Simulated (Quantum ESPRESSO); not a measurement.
# NaF (Villiaumite): phonons by linear response, part 3 of 3

How does NaF (Villiaumite) vibrate, and is this structure a minimum?

Quantum ESPRESSO 7.5; DFT LDA, scalar-relativistic, plane waves, PseudoDojo norm-conserving pseudopotentials.

So far, highest frequency (cm⁻¹): step 7 (interpolated phonon bands) 428. The relaxed cell has a = 4.502 Å (conventional setting).

### Step 10. Sum rules set otherwise: a sum rule for molecules or wires on a crystal

This rule also removes rotations, which suits wires and not a crystal; it is tried to see the harm.

dynmat.in

```
&INPUT
  fildyn = 'x.dyn1'
  asr    = 'one-dim'
  fileig = 'dynmat.eig'
  lperm  = .true.
/
```

On the command line:

```sh
$ dynmat.x -in dynmat.in > dynmat.out
```

Numbers of over 12 decimals in the logs are rounded to 6 here.

The program printed:

```text
[banner, memory and clock lines left out]
Program DYNMAT v.7.5

     Reading Dynamical Matrix from file x.dyn1
     ...Force constants read
     ...epsilon and Z* read
asr rotation axis in 1D system=    3
     Acoustic Sum Rule: || Z*(ASR) - Z*(orig)|| =    1.412451E+00
     Acoustic Sum Rule: ||dyn(ASR) - dyn(orig)||=    1.199554E-01
     A direction for q was not specified:TO-LO splitting will be absent

     Polarizability (A^3 units)
     multiply by 0.763240 for Clausius-Mossotti correction
         1.689814   -0.000000   -0.000000
        -0.000000    1.689814    0.000000
        -0.000000    0.000000    1.689814

     IR activities are in (D/A)^2/amu units

# mode   [cm-1]    [THz]      IR
    1     -0.00   -0.0000    0.0000
    2      0.00    0.0000    0.0000
    3      0.00    0.0000    0.0000
    4      0.00    0.0000    0.0000
    5    276.01    8.2745    2.2124
    6    276.01    8.2745    2.2124

Electronic dielectric permittivity tensor (relative, adimensional)
         1.930610   -0.000000   -0.000000
        -0.000000    1.930610    0.000000
        -0.000000    0.000000    1.930610

 ... with zone-center polar mode contributions
         3.287860   -1.357250   -0.000000
        -1.357250    3.287860    0.000000
        -0.000000    0.000000    4.645110
```

Elapsed: 0.45 s, on 1 thread of Arm Neoverse V1, shared host.

The run ended normally, but on settings that are not sound.

The fault: a sum rule for molecules or wires on a crystal; 1 optical mode is projected out to zero frequency, as if it were a rotation, and the static dielectric tensor is spoilt.

For a crystal the rule has to be 'simple' or 'crystal'.

Zone-centre frequencies as printed; negative means imaginary. Modes:

| mode | frequency (cm⁻¹) |
| --- | --- |
| 1 | 0 |
| 2 | 0 |
| 3 | 0 |
| 4 | 0 |
| 5 | 276 |
| 6 | 276 |

### Step 11. Modes along a direction of q (1 0 0)

A longitudinal polar mode sets up a macroscopic field that stiffens it; the term hangs on the direction from which q goes to zero.

dynmat.in

```
&INPUT
  fildyn = 'x.dyn1'
  asr    = 'simple'
  fileig = 'dynmat.eig'
  q(1)   = 1.0
  q(2)   = 0.0
  q(3)   = 0.0
/
```

On the command line:

```sh
$ dynmat.x -in dynmat.in > dynmat.out
```

The program printed:

```text
[banner, memory and clock lines left out]
Program DYNMAT v.7.5

     Reading Dynamical Matrix from file x.dyn1
     ...Force constants read
     ...epsilon and Z* read

     Polarizability (A^3 units)
     multiply by 0.763240 for Clausius-Mossotti correction
         1.689814   -0.000000   -0.000000
        -0.000000    1.689814    0.000000
        -0.000000    0.000000    1.689814

     IR activities are in (D/A)^2/amu units

# mode   [cm-1]    [THz]      IR
    1     -0.00   -0.0000    0.0000
    2     -0.00   -0.0000    0.0000
    3      0.00    0.0000    0.0000
    4    275.93    8.2723    2.2124
    5    275.93    8.2723    2.2124
    6    428.08   12.8335    2.2124
```

It took 0.44 s on 1 thread.

Read from the output:

| Property | Result |
| --- | --- |
| highest mode moved by the LO-TO term | 428.1 cm⁻¹ |

Zone-centre frequencies as printed; negative means imaginary. Modes:

| mode | frequency (cm⁻¹) |
| --- | --- |
| 1 | 0 |
| 2 | 0 |
| 3 | 0 |
| 4 | 275.9 |
| 5 | 275.9 |
| 6 | 428.1 |

The field moves one mode, from 276 to 428 cm⁻¹; the others stay.

### Step 12. The dispersion under another sum rule (asr all)

The sum rule corrects the force constants themselves, so it can shift branches at any wavevector, low ones most.

matdyn.in

```
&INPUT
  asr              = 'all'
  flfrc            = 'x.fc'
  flfrq            = 'x.freq'
  flvec            = 'x.modes'
  q_in_band_form   = .true.
  q_in_cryst_coord = .true.
/
8
  0.0000000   0.0000000   0.0000000   8  ! GAMMA
  0.0000000   0.5000000   0.5000000   8  ! X
  0.0000000   0.6250000   0.3750000   1  ! U
 -0.3750000   0.3750000   0.0000000   8  ! K
  0.0000000   0.0000000   0.0000000   8  ! GAMMA
  0.0000000   0.5000000  -0.0000000   8  ! L
 -0.2500000   0.5000000   0.2500000   8  ! W
  0.0000000   0.5000000   0.5000000   1  ! X
```

On the command line:

```sh
$ matdyn.x -in matdyn.in > matdyn.out
```

The program printed:

```text
[banner, memory and clock lines left out]
Program MATDYN v.7.5

 mass for atomic type   1 not given; uses mass from file x.fc
 mass for atomic type   2 not given; uses mass from file x.fc

     WARNING: To use asr = 'all' for infrared-active solids, i.e., solids with nonzero
     Born effective charge, one must set read_lr = .true. in the matdyn.x input. Also,
     the flfrc file must have been constructed with write_lr = .true. in the q2r.x input.
     If the system is infrared inactive and you have nonzero Born effective charge due to
     numerical noise, you can ignore this warning.

 Norm of the difference between old and new effective charges:    8.806e-17

 Huang before:    1   1   1   2,   residual stress:  -4.093e-12
 Huang before:    1   1   1   3,   residual stress:   1.5e-15
 Huang before:    1   1   2   2,   residual stress:  -1.51782e-11
 Huang before:    1   1   2   3,   residual stress:   3.02186e-11
 Huang before:    1   1   3   3,   residual stress:  -1.4e-15
 Huang before:    1   2   1   3,   residual stress:   0.000000
 Huang before:    1   2   2   2,   residual stress:  -7.8e-13
 Huang before:    1   2   2   3,   residual stress:  -0.000000
 Huang before:    1   2   3   3,   residual stress:  -3.02156e-11
 Huang before:    1   3   2   2,   residual stress:  -1.1e-15
 Huang before:    1   3   2   3,   residual stress:  -0.000000
 Huang before:    1   3   3   3,   residual stress:  -1.5e-15
 Huang before:    2   2   2   3,   residual stress:   7.831e-13
 Huang before:    2   2   3   3,   residual stress:   1.51855e-11
 Huang before:    2   3   3   3,   residual stress:   4.0968e-12

 Norm of the difference between old and new force-constants:   3.10451e-05

   You are using asr="all", please consider citing C. Lin, S. Ponc\'e and N. Marzari, npj Comput Mater 8, 236 (2022).
```

It took 0.5 s on 1 thread.

At the labelled points the branches move by no more than 0.3 cm⁻¹. The log warns that this rule wants the long-range part of the force constants stored apart (write_lr, read_lr) in a polar crystal, which was not done.

### Step 13. What came out

| Item | Value |
| --- | --- |
| space group after relaxation | Fm-3m |
| volume per atom | 11.4 Å³ |
| gap on the k-mesh | 6.48 eV |
| highest optical zone-centre mode (no LO-TO term) | 275.9 cm⁻¹ |
| highest mode moved by the LO-TO term | 428.1 cm⁻¹ |
| mean high-frequency dielectric constant | 1.93 |
| largest Born charge in size (third of the trace) | 0.999 e |
| mean static dielectric constant | 4.65 |
| q mesh | 4×4×4 |
| lowest mode on the q mesh (acoustic ones at the zone centre apart) | 102.7 cm⁻¹ |
| zero-point energy per atom | 44.6 meV |
| heat capacity at 300 K | 22.2 J/(mol atoms K) |
| vibrational entropy at 300 K | 24.1 J/(mol atoms K) |
| imaginary modes on the q mesh | none |

NaF (Villiaumite) is dynamically stable on the 4×4×4 mesh; its spectrum reaches 428 cm⁻¹. At the LDA level the optical modes of NaF (Villiaumite) at the zone centre (no LO-TO term) lie at 276 cm⁻¹. Along the directions run, the highest mode that the macroscopic field moves lies at 428 cm⁻¹. Lattice motion raises the mean dielectric constant from 1.931 to 4.647. The Born charge of F is -0.9984 e against a formal charge of -1, close to the ionic value. The Lyddane-Sachs-Teller relation holds: (ωLO/ωTO)² is 2.41 and ε₀/ε∞ is 2.41. These are harmonic frequencies at zero temperature: anharmonic shifts and linewidths and thermal expansion are left out.

[Host names and launcher messages were left out of these logs when they were recorded.]

[Logs are printed without paths, hosts, clocks, repeated set-up lines and the standing remarks that a program may print on its own settings, such as how far it seeks lower states.]

[Hosts, paths, dates, database ids (printed as entryN), source tags and the programs' standing remarks are cut or masked in the printed files.]
